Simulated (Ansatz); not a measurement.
# How fast states decay through YCN2Cl

Wanted: the relaxed cell of YCN2Cl, its band edges and its decay constants. It is built by putting Cl for F, Y for La in the LaCN2F structure of space group Cmcm, with the volume rescaled by atomic radii. The parent structure comes from the Materials Project.

Program: Ansatz 0.2.0. Level of theory: PBE DFT, plane waves, PAW files, in the first sound run; inputs show where later runs differ. Results are calculated unless marked as measured.

The structure was built from a prototype and need not be the compound's stable phase.

### 1. The starting structure

The structure is orthorhombic, space group Cmcm (No. 63). The conventional cell has a = 3.968 Å, b = 8.934 Å, c = 8.008 Å, α = 90.00°, β = 90.00°, γ = 90.00°. Nearest to Y lie 3 Cl at 2.65 to 2.71 Å and 6 N at 2.66 to 2.75 Å and 6 C at 3.19 to 3.45 Å. Nearest to C lie 2 N at 1.25 Å and 4 Cl at 2.91 Å and 6 Y at 3.19 to 3.45 Å. Nearest to N lie 1 C at 1.25 Å and 3 Y at 2.66 to 2.75 Å. Nearest to Cl lie 3 Y at 2.65 to 2.71 Å. It derives from LaCN2F. Cl for F, Y for La in the LaCN2F structure of space group Cmcm. Farther neighbours and most contacts between anions are not listed.

Structure file:

```xyz
10
Lattice="1.9841 -4.4671 0.0000 1.9841 4.4671 0.0000 0.0000 0.0000 8.0081" Properties=species:S:1:pos:R:3 pbc="T T T"
Y     1.9841    2.4821    2.0020
Y     1.9841   -2.4821    6.0061
C     1.9841    0.0000    4.0041
C     1.9841    0.0000    0.0000
N     1.9841   -1.1800    0.4214
N     1.9841    1.1800    4.4254
N     1.9841   -1.1800    3.5827
N     1.9841    1.1800    7.5867
Cl    1.9841    3.7418    6.0061
Cl    1.9841   -3.7418    2.0020
```

### 2. Cell and atoms at rest

The substituted atoms don't fit the parent's cell, so cell and atoms relax together. A small smearing keeps the run stable in case the gap closes on the way.

The input, input.yaml:

```yaml
crystal:
  lattice:
    - [1.9841313688, -4.4671256845, 0.0]
    - [1.9841313688, 4.4671256845, 0.0]
    - [0.0, 0.0, 8.008126104]
  atoms:
    - { symbol: "Y", position: [0.222184, 0.777816, 0.25] }
    - { symbol: "Y", position: [0.777816, 0.222184, 0.75] }
    - { symbol: C, position: [0.5, 0.5, 0.5] }
    - { symbol: C, position: [0.5, 0.5, 0.0] }
    - { symbol: "N", position: [0.632076, 0.367924, 0.052619] }
    - { symbol: "N", position: [0.367924, 0.632076, 0.552619] }
    - { symbol: "N", position: [0.632076, 0.367924, 0.447381] }
    - { symbol: "N", position: [0.367924, 0.632076, 0.947381] }
    - { symbol: Cl, position: [0.08119, 0.91881, 0.75] }
    - { symbol: Cl, position: [0.91881, 0.08119, 0.25] }
kpoints:
  mp_grid: { grid: [6, 6, 4] }
scf:
  occupations: { method: gaussian, width: 0.03 }
hamiltonian:
  xc: pbe
output:
  forces: true
  stress: true
relax:
  f_tol: 0.02
  max_steps: 60
  cell: {}
```

Run with:

```bash
ansatz run input.yaml --threads 2 --pin off --max-ram 4096MiB --backend cpu --events-out ev --progress --plain --runs-dir out
```

Numbers of over 12 decimals in the logs are rounded to 6 here.

Log:

```text
Engine: ansatz 0.2.0, aarch64-unknown-linux-gnu
Pseudopotentials: kind: paw
Pseudopotential: Y, paw, valence charge 11, recommended cutoff 420 eV (normal), Y.paw.azcp
Pseudopotential: C, paw, valence charge 4, recommended cutoff 420 eV (normal), C.paw.azcp
Pseudopotential: N, paw, valence charge 5, recommended cutoff 420 eV (normal), N.paw.azcp
Pseudopotential: Cl, paw, valence charge 7, recommended cutoff 420 eV (normal), Cl.paw.azcp
Functional definition: PBE
  parameter kappa = 0.804
  parameter beta = 0.066725
  exchange = pbe_x(kappa = kappa, mu = beta*pi^2/3)
  correlation = pbe_c(beta = beta)
Crystal: 10 atoms, lattice volume = 141.958 Å³
Basis set: ecut = 420 eV, 2771 PW (Γ), exchange–correlation on 72×72×108 points (8 copies of the dense FFT grid, shifted against one another)
Bands: 42, of which v1, the nominal top of the filled ones, is band 32 counted from 1 (31 counted from 0)
Symmetry: 8 space group operations
Space group: Cmcm (ITA 63), of the structure as read, at distance tolerance 5.2e-5 Å
k-points: 39 of 144
Non-local potential: Y, projectors of the file, l = 0: 3, l = 1: 2, l = 2: 2, l = 3: 1
Non-local potential: C, projectors of the file, l = 0: 2, l = 1: 2, l = 2: 1
Non-local potential: N, projectors of the file, l = 0: 2, l = 1: 2, l = 2: 1
Non-local potential: Cl, projectors of the file, l = 0: 2, l = 1: 2, l = 2: 2
PAW form: soft (Blöchl's): semilocal exchange-correlation on the pseudo side does not see the compensation charge
PAW one-centre angular grid: Y, 590 points (default); XC on 64 Gauss nodes
PAW one-centre angular grid: C, 110 points (default); XC on 64 Gauss nodes
PAW one-centre angular grid: N, 110 points (default); XC on 64 Gauss nodes
PAW one-centre angular grid: Cl, 110 points (default); XC on 64 Gauss nodes
Initial density: superposition of atomic densities (neutral atoms: chi_scale 0, normalization atom), corrected by the library's trained network
Initial wavefunctions: pseudopotential atomic-orbital guess
Functional: x = pbe(κ = 0.804, μ = 0.219515), c = pbe(β = 0.066725)
SCF iter   1: F=—  HF=-11904.474464 eV  |F-HF|=—  |Δ(HF+E_count)|=         —  Δρ=4.15e-3  dr2=2.73e-2  ethr=1.77e-3  ⟨swp⟩=6.5  Hψ=6801  notcnv=0  defer=2
preconditioner: auto → Resta (q_TF=auto, 2.389 Å⁻¹)  ε∞=3.8  [insulator: Δε(μ)=2.840 eV  Ē_g=14.320 eV  σ=0.030 eV  W_gap=1.00  n_scr=36 (ndim 8)  ℏωp=24.1 eV  f_vac=0.001  D(μ)=0.00/eV (n_scr^D=0)  ε∞_Penn≈3.8]
SCF iter   2: F=—  HF=-11904.472914 eV  |F-HF|=—  |Δ(HF+E_count)|=   1.55e-3  Δρ=1.71e-3  dr2=3.38e-3  ethr=4.26e-5  ⟨swp⟩=2.0  Hψ=3124  notcnv=0  defer=131
SCF iter   3: F=—  HF=-11904.474243 eV  |F-HF|=—  |Δ(HF+E_count)|=   1.33e-3  Δρ=9.55e-4  dr2=9.21e-4  ethr=5.27e-6  ⟨swp⟩=2.6  Hψ=2474  notcnv=0  defer=131
SCF iter   4: F=—  HF=-11904.474903 eV  |F-HF|=—  |Δ(HF+E_count)|=   6.59e-4  Δρ=1.91e-4  dr2=5.78e-5  ethr=1.44e-6  ⟨swp⟩=2.2  Hψ=2412  notcnv=0  defer=131
SCF iter   5: F=—  HF=-11904.474767 eV  |F-HF|=—  |Δ(HF+E_count)|=   1.35e-4  Δρ=5.93e-5  dr2=4.13e-6  ethr=9.04e-8  ⟨swp⟩=2.2  Hψ=2504  notcnv=0  defer=131
SCF iter   6: F=—  HF=-11904.474772 eV  |F-HF|=—  |Δ(HF+E_count)|=   4.73e-6  Δρ=1.28e-5  dr2=2.83e-7  ethr=6.46e-9  ⟨swp⟩=2.2  Hψ=2372  notcnv=0  defer=131
SCF iter   7: F=-11904.474772 eV  HF=-11904.474772 eV  |F-HF|=2.01e-8  |Δ(HF+E_count)|=   3.08e-7  Δρ=3.47e-6  dr2=2.13e-8  ethr=1.56e-10  ⟨swp⟩=5.0  Hψ=5367  notcnv=0
SCF 1 converged in 7 iterations: F = -11904.474772 eV  dr2 = 2.13e-8
  greatest PAW one-centre occupation: 0.993 electrons in one spin orbital (limit 2), on the Y atom at site 1 (counted from 0), in its partial waves of l = 0
relax step   1: F+E_penalty+E_count = -11904.47477224 eV  Δ(F+E_penalty+E_count) = +0.000e0 eV  max|allowed force component| = 1.088e0 eV/Å  Δτ_max = 0.0000 Å  P = -2.361 GPa  Ω = 141.958 Å³  (7 SCF iters, dr2 threshold 1.00e-7 eV, accepted)
Crystal: 10 atoms, lattice volume = 138.495 Å³
Basis set: ecut = 420 eV, 2725 PW (Γ), exchange–correlation on 72×72×108 points (8 copies of the dense FFT grid, shifted against one another)
Initial density: handed on by an earlier stage of this run
Initial wavefunctions: those handed on with the density
iter 1 solved again at ethr=2.96e-4 eV; its pass at ethr=3.10e-3 eV (dr2=1.90e-1 eV) is discarded
SCF iter   1: F=—  HF=-11904.883430 eV  |F-HF|=—  |Δ(HF+E_count)|=         —  Δρ=1.18e-2  dr2=1.90e-1  ethr=2.96e-4  ⟨swp⟩=1.5  Hψ=9519  notcnv=0
preconditioner: auto → Resta (q_TF=auto, 2.399 Å⁻¹)  ε∞=3.9  [insulator: Δε(μ)=2.955 eV  Ē_g=14.439 eV  σ=0.030 eV  W_gap=1.00  n_scr=34 (ndim 8)  ℏωp=24.4 eV  f_vac=0.000  D(μ)=0.00/eV (n_scr^D=0)  ε∞_Penn≈3.9]
SCF iter   2: F=—  HF=-11904.839162 eV  |F-HF|=—  |Δ(HF+E_count)|=   4.43e-2  Δρ=5.07e-3  dr2=2.92e-2  ethr=2.96e-4  ⟨swp⟩=2.7  Hψ=2819  notcnv=0
SCF iter   3: F=—  HF=-11904.834610 eV  |F-HF|=—  |Δ(HF+E_count)|=   4.55e-3  Δρ=1.83e-3  dr2=3.83e-3  ethr=4.56e-5  ⟨swp⟩=2.5  Hψ=2893  notcnv=0
SCF iter   4: F=—  HF=-11904.834316 eV  |F-HF|=—  |Δ(HF+E_count)|=   2.94e-4  Δρ=6.10e-4  dr2=3.65e-4  ethr=5.99e-6  ⟨swp⟩=2.0  Hψ=2574  notcnv=0
SCF iter   5: F=—  HF=-11904.834314 eV  |F-HF|=—  |Δ(HF+E_count)|=   2.33e-6  Δρ=1.41e-4  dr2=1.89e-5  ethr=5.70e-7  ⟨swp⟩=2.6  Hψ=3028  notcnv=0
SCF iter   6: F=-11904.834332 eV  HF=-11904.834331 eV  |F-HF|=7.81e-7  |Δ(HF+E_count)|=   1.77e-5  Δρ=2.73e-5  dr2=9.62e-7  ethr=1.56e-9  ⟨swp⟩=3.4  Hψ=6716  notcnv=0
SCF 2 converged in 6 iterations: F = -11904.834332 eV  dr2 = 9.62e-7
relax step   2: F+E_penalty+E_count = -11904.83433209 eV  Δ(F+E_penalty+E_count) = -3.596e-1 eV  max|allowed force component| = 2.419e-1 eV/Å  Δτ_max = 0.1310 Å  P = -0.386 GPa  Ω = 138.495 Å³  energy of the carried Pulay correction = +7.244e-3 eV  (6 SCF iters, dr2 threshold 1.00e-6 eV, accepted)
Crystal: 10 atoms, lattice volume = 138.871 Å³
Basis set: ecut = 420 eV, 2737 PW (Γ), exchange–correlation on 72×72×108 points (8 copies of the dense FFT grid, shifted against one another)
iter 1 solved again at ethr=5.38e-5 eV; its pass at ethr=3.10e-3 eV (dr2=3.44e-2 eV) is discarded
SCF iter   1: F=—  HF=-11904.853328 eV  |F-HF|=—  |Δ(HF+E_count)|=         —  Δρ=4.48e-3  dr2=3.42e-2  ethr=5.38e-5  ⟨swp⟩=2.1  Hψ=8941  notcnv=0
preconditioner: auto → Resta (q_TF=auto, 2.398 Å⁻¹)  ε∞=3.9  [insulator: Δε(μ)=2.794 eV  Ē_g=14.413 eV  σ=0.030 eV  W_gap=1.00  n_scr=34 (ndim 8)  ℏωp=24.4 eV  f_vac=0.000  D(μ)=0.00/eV (n_scr^D=0)  ε∞_Penn≈3.9]
SCF iter   2: F=—  HF=-11904.844598 eV  |F-HF|=—  |Δ(HF+E_count)|=   8.73e-3  Δρ=2.12e-3  dr2=6.41e-3  ethr=5.34e-5  ⟨swp⟩=2.6  Hψ=2898  notcnv=0
[...]
relax step  19: F+E_penalty+E_count = -11905.78195626 eV  Δ(F+E_penalty+E_count) = -2.328e-2 eV  max|allowed force component| = 3.651e-2 eV/Å  Δτ_max = 0.0349 Å  P = +0.146 GPa  Ω = 178.341 Å³  energy of the carried Pulay correction = -4.250e-2 eV  (6 SCF iters, dr2 threshold 1.00e-6 eV, accepted)
relax step  20: F+E_penalty+E_count = -11905.77552119 eV  Δ(F+E_penalty+E_count) = +6.435e-3 eV  max|allowed force component| = 5.612e-2 eV/Å  Δτ_max = 0.0372 Å  P = -0.054 GPa  Ω = 180.172 Å³  energy of the carried Pulay correction = -4.936e-2 eV  (7 SCF iters, dr2 threshold 9.51e-8 eV, accepted)
relax step  21: F+E_penalty+E_count = -11905.77813513 eV  Δ(F+E_penalty+E_count) = -2.614e-3 eV  max|allowed force component| = 1.665e-2 eV/Å  Δτ_max = 0.0121 Å  P = -0.014 GPa  Ω = 179.756 Å³  energy of the carried Pulay correction = -4.773e-2 eV  (5 SCF iters, dr2 threshold 1.97e-7 eV, accepted)
relax step  22: F+E_penalty+E_count = -11905.77806478 eV  Δ(F+E_penalty+E_count) = +7.035e-5 eV  max|allowed force component| = 1.454e-2 eV/Å  Δτ_max = 0.0006 Å  P = -0.006 GPa  Ω = 179.778 Å³  energy of the carried Pulay correction = -4.782e-2 eV  (5 SCF iters, dr2 threshold 8.63e-9 eV, accepted)
relax step  23: F+E_penalty+E_count = -11905.84493427 eV  Δ(F+E_penalty+E_count) = -6.687e-2 eV  max|allowed force component| = 2.857e-2 eV/Å  Δτ_max = 0.0000 Å  P = +0.117 GPa  Ω = 179.778 Å³  stress off target by 4.41e-1 GPa  SCF on the basis re-selected at this cell (its energy is not comparable with the rows above)  (7 SCF iters)
relax step  24: F+E_penalty+E_count = -11905.84455365 eV  Δ(F+E_penalty+E_count) = +3.806e-4 eV  max|allowed force component| = 2.579e-1 eV/Å  Δτ_max = 0.0422 Å  P = -0.353 GPa  Ω = 182.287 Å³  energy of the carried Pulay correction = -3.942e-3 eV  (6 SCF iters, dr2 threshold 4.87e-7 eV, accepted)
relax step  25: F+E_penalty+E_count = -11905.84570400 eV  Δ(F+E_penalty+E_count) = -1.150e-3 eV  max|allowed force component| = 2.171e-2 eV/Å  Δτ_max = 0.0295 Å  P = +0.066 GPa  Ω = 183.228 Å³  energy of the carried Pulay correction = -5.509e-3 eV  (6 SCF iters, dr2 threshold 1.00e-6 eV, accepted)
relax step  26: F+E_penalty+E_count = -11905.84525136 eV  Δ(F+E_penalty+E_count) = +4.526e-4 eV  max|allowed force component| = 1.107e-2 eV/Å  Δτ_max = 0.0034 Å  P = -0.030 GPa  Ω = 183.543 Å³  energy of the carried Pulay correction = -6.085e-3 eV  (5 SCF iters, dr2 threshold 4.35e-8 eV, accepted)
relax step  27: F+E_penalty+E_count = -11905.85217534 eV  Δ(F+E_penalty+E_count) = -6.924e-3 eV  max|allowed force component| = 9.531e-3 eV/Å  Δτ_max = 0.0000 Å  P = -0.023 GPa  Ω = 183.543 Å³  stress off target by 7.33e-2 GPa  SCF on the basis re-selected at this cell (its energy is not comparable with the rows above)  (6 SCF iters)
relax step  28: F+E_penalty+E_count = -11905.85194605 eV  Δ(F+E_penalty+E_count) = +2.293e-4 eV  max|allowed force component| = 2.397e-2 eV/Å  Δτ_max = 0.0080 Å  P = -0.026 GPa  Ω = 183.777 Å³  energy of the carried Pulay correction = -2.957e-4 eV  (6 SCF iters, dr2 threshold 1.34e-8 eV, accepted)
relax step  29: F+E_penalty+E_count = -11905.85187133 eV  Δ(F+E_penalty+E_count) = +7.472e-5 eV  max|allowed force component| = 2.263e-3 eV/Å  Δτ_max = 0.0011 Å  P = -0.000 GPa  Ω = 183.831 Å³  energy of the carried Pulay correction = -3.873e-4 eV  (4 SCF iters, dr2 threshold 3.59e-8 eV, accepted)
iter 1 solved again at ethr=8.12e-8 eV; its pass at ethr=3.10e-3 eV (dr2=5.19e-5 eV) is discarded
SCF iter   1: F=—  HF=-11905.852067 eV  |F-HF|=—  |Δ(HF+E_count)|=         —  Δρ=9.90e-6  dr2=2.44e-8  ethr=8.12e-8  ⟨swp⟩=4.1  Hψ=12199  notcnv=0
preconditioner: auto → Resta (q_TF=auto, 2.288 Å⁻¹)  ε∞=3.2  [insulator: Δε(μ)=3.005 eV  Ē_g=14.304 eV  σ=0.030 eV  W_gap=1.00  n_scr=40 (ndim 8)  ℏωp=21.2 eV  f_vac=0.124  D(μ)=0.00/eV (n_scr^D=0)  ε∞_Penn≈3.2]
SCF iter   2: F=—  HF=-11905.852225 eV  |F-HF|=—  |Δ(HF+E_count)|=   1.58e-4  Δρ=5.29e-6  dr2=8.53e-9  ethr=3.81e-11  ⟨swp⟩=3.1  Hψ=3313  notcnv=0
SCF iter   3: F=—  HF=-11905.852226 eV  |F-HF|=—  |Δ(HF+E_count)|=   4.56e-7  Δρ=1.44e-6  dr2=2.79e-9  ethr=1.33e-11  ⟨swp⟩=2.0  Hψ=2571  notcnv=0
SCF iter   4: F=—  HF=-11905.852226 eV  |F-HF|=—  |Δ(HF+E_count)|=   7.92e-9  Δρ=3.90e-7  dr2=1.41e-10  ethr=4.36e-12  ⟨swp⟩=2.0  Hψ=2574  notcnv=0
SCF iter   5: F=-11905.852226 eV  HF=-11905.852226 eV  |F-HF|=1.26e-10  |Δ(HF+E_count)|=   1.86e-9  Δρ=1.19e-7  dr2=2.72e-11  ethr=1.00e-12  ⟨swp⟩=4.0  Hψ=4992  notcnv=0
SCF 30 converged in 5 iterations: F = -11905.852226 eV  dr2 = 2.72e-11
relax step  30: F+E_penalty+E_count = -11905.85222561 eV  Δ(F+E_penalty+E_count) = -3.543e-4 eV  max|allowed force component| = 2.234e-3 eV/Å  Δτ_max = 0.0000 Å  P = +0.000 GPa  Ω = 183.831 Å³  stress off target by 7.78e-3 GPa  SCF on the basis re-selected at this cell (its energy is not comparable with the rows above)  (5 SCF iters)
basis re-selected at this cell: Δ(F+E_penalty+E_count) = -3.543e-4 eV, ΔP = +0.000 GPa vs the last step (what re-selecting the basis moved, of the pressure what is left beyond the Pulay correction that the steps carried, after the strain that the cell walked since its last selection, with what the two solves' SCF thresholds leave and, on support functions, any second-order correction that the steps lacked; it is no m [...]
SCF converged after 5 iterations
Free energy (F): -11905.852226 eV
Harris-Foulkes:  -11905.852226 eV  (|F-HF|=1.26e-10)
Internal energy: -11905.852226 eV  (E = F + TS)
E sigma→0 (E₀):  -11905.852226 eV
Fermi energy:    5.802351 eV
--- Per-component energies (eV) ---
  E_band       = -457.385755
  E_kinetic    = 1631.509456
  E_local      = -3762.006403  (includes V_loc(G=0)·N_el)
  E_nonlocal   = 396.526139
  E_hartree    = 1265.206223
  E_xc         = -894.910329
  E_vxc        = -1062.703178  (∫ρ·V_xc dr)
  E_paw        = -7677.932134  (= ΣΔE_a)
  E_vpaw       = -191.124900  (= ΣTr[D̂ρ^β])
  E_aug_tail   = 0.000607  (compensation charges beyond the density's cutoff)
  E_ewald      = -2864.245785
  E_smearing   = -0.000000  (= −TS)
  E_closure    = -0.000000  (closes the sum)
  Σ components = -11905.852226   (vs F -11905.852226, Δ=0.00e0)
--- Forces (eV/Å), atoms counted from 1 ---
  atom   1  Y      0.00000000    -0.00089006     0.00000000
  atom   2  Y      0.00000000     0.00089006     0.00000000
  atom   3  C      0.00000000    -0.00000000     0.00000000
  atom   4  C      0.00000000     0.00000000     0.00000000
  atom   5  N      0.00000000     0.00120110     0.00061746
  atom   6  N      0.00000000    -0.00120110     0.00061746
  atom   7  N      0.00000000     0.00120110    -0.00061746
  atom   8  N      0.00000000    -0.00120110    -0.00061746
  atom   9  Cl     0.00000000     0.00223440     0.00000000
  atom  10  Cl     0.00000000    -0.00223440     0.00000000
  max |Σ_I F_I| component: 1.39e-17 eV/Å
--- Stress (GPa, compression-positive) ---
       -0.006890       0.000000       0.000000
        0.000000      -0.000859       0.000000
        0.000000       0.000000       0.007780
  P = ⅓ Tr σ = 0.0000 GPa (0.000 kbar)
--- Relaxed structure (26 steps of the walk, 26 accepted, 4 SCFs on fresh bases) ---
  F+E_penalty+E_count = -11905.85222561 eV   max|allowed force component| = 2.234e-3 eV/Å   (the final SCF, on the basis selected at the relaxed cell)
  cell:  # Å, volume = 183.8307 Å³
    - [1.746766, -5.172833, 0.0]
    - [1.746766, 5.172833, 0.0]
    - [0.0, 0.0, 10.172430]
  atoms:
    - { symbol: Y, position: [0.113253, 0.886747, 0.25] }
    - { symbol: Y, position: [0.886747, 0.113253, 0.750000] }
    - { symbol: C, position: [0.5, 0.5, 0.5] }
    - { symbol: C, position: [0.5, 0.5, -4.386563090082222e-19] }
    - { symbol: N, position: [0.562575, 0.437425, 0.102588] }
    - { symbol: N, position: [0.437425, 0.562575, 0.602588] }
    - { symbol: N, position: [0.562575, 0.437425, 0.397412] }
    - { symbol: N, position: [0.437425, 0.562575, 0.897412] }
    - { symbol: Cl, position: [0.176795, 0.823205, 0.750000] }
    - { symbol: Cl, position: [0.823205, 0.176795, 0.25] }
```

Elapsed: 2.6 min, on 2 threads of Arm Neoverse V2, shared host; peak memory 0.62 GiB.

The steps of the relaxation (22 of 30):

```
step  energy less that of the first step (eV)  largest force component (eV/Å)  pressure (GPa)  volume (Å³)
   1                                   0.0000                          1.0878           -2.36       141.96
   2                                  -0.3596                          0.2419           -0.39       138.50
   4                                  -0.3811                          0.0485           -0.07       139.29
   5                                  -0.4114                          0.1805            0.19       139.92
   7                                  -0.6868                          0.6728            0.08       146.14
   8                                  -0.8391                          0.4042            1.18       151.46
   9                                  -0.8792                          1.2378           -1.26       157.78
  11                                  -0.9486                          0.3495            0.62       161.77
  12                                  -0.9672                          0.2079            0.20       162.55
  13                                  -0.9722                          0.0646            0.26       161.81
  15                                  -0.9737                          0.0036            0.02       161.94
 16*                                  -1.2054                          0.0504            1.52       161.94
  18                                  -1.2839                          0.8236           -1.00       177.15
  19                                  -1.3072                          0.0365            0.15       178.34
  20                                  -1.3007                          0.0561           -0.05       180.17
  22                                  -1.3033                          0.0145           -0.01       179.78
 23*                                  -1.3702                          0.0286            0.12       179.78
  24                                  -1.3698                          0.2579           -0.35       182.29
  26                                  -1.3705                          0.0111           -0.03       183.54
 27*                                  -1.3774                          0.0095           -0.02       183.54
  29                                  -1.3771                          0.0023            0.00       183.83
 30*                                  -1.3775                          0.0022            0.00       183.83
```

Relaxation steps marked * repeat the geometry before them on a plane-wave basis chosen anew for their cell, so energy and pressure can jump there. Other such steps can lie between the rows shown.

Forces are held to the 8 operations that the run works with; a distortion that breaks them can't arise in this run.

```
     cell as run  before   after   change
           a (Å)   4.888   5.460  +11.7 %
           b (Å)   4.888   5.460  +11.7 %
           c (Å)   8.008  10.172  +27.0 %
           γ (°)  132.10  142.68   +8.0 %
volume (Å³/atom)   14.20   18.38  +29.5 %
```

The atoms that moved most (Å, as changes of fractional coordinates times the final cell):

```
atom     dx      dy      dz  length
  Y2  0.000  -1.127   0.000   1.127
  Y1  0.000   1.127   0.000   1.127
Cl10  0.000   0.989   0.000   0.989
 Cl9  0.000  -0.989   0.000   0.989
  N8  0.000  -0.719  -0.508   0.881
  N6  0.000  -0.719   0.508   0.881
  N7  0.000   0.719  -0.508   0.881
  N5  0.000   0.719   0.508   0.881
```

Final coordinates:

```
Y C N Cl
1.0
     1.74677   -5.17283    0.00000
     1.74677    5.17283    0.00000
     0.00000    0.00000   10.17243
Y C N Cl
2 2 4 2
Direct
  0.11325 0.88675 0.25000
  0.88675 0.11325 0.75000
  0.50000 0.50000 0.50000
  0.50000 0.50000 0.00000
  0.56257 0.43743 0.10259
  0.43743 0.56257 0.60259
  0.56257 0.43743 0.39741
  0.43743 0.56257 0.89741
  0.17680 0.82320 0.75000
  0.82320 0.17680 0.25000
```

Numbers from this step:

| Quantity | Value |
| --- | --- |
| free energy | -11905.8522 eV |
| Fermi energy | 5.802 eV |
| pressure | 1.03e-5 GPa |

The largest force component on a free atom ends at 0.0022 eV/Å.

(Continued in part 2 of 4.)

[Logs are printed without paths, hosts, clocks, repeated set-up lines and the standing remarks that a program may print on its own settings, such as how far it seeks lower states.]

[Hosts, paths, dates, database ids (printed as entryN), source tags and the programs' standing remarks are cut or masked in the printed files.]
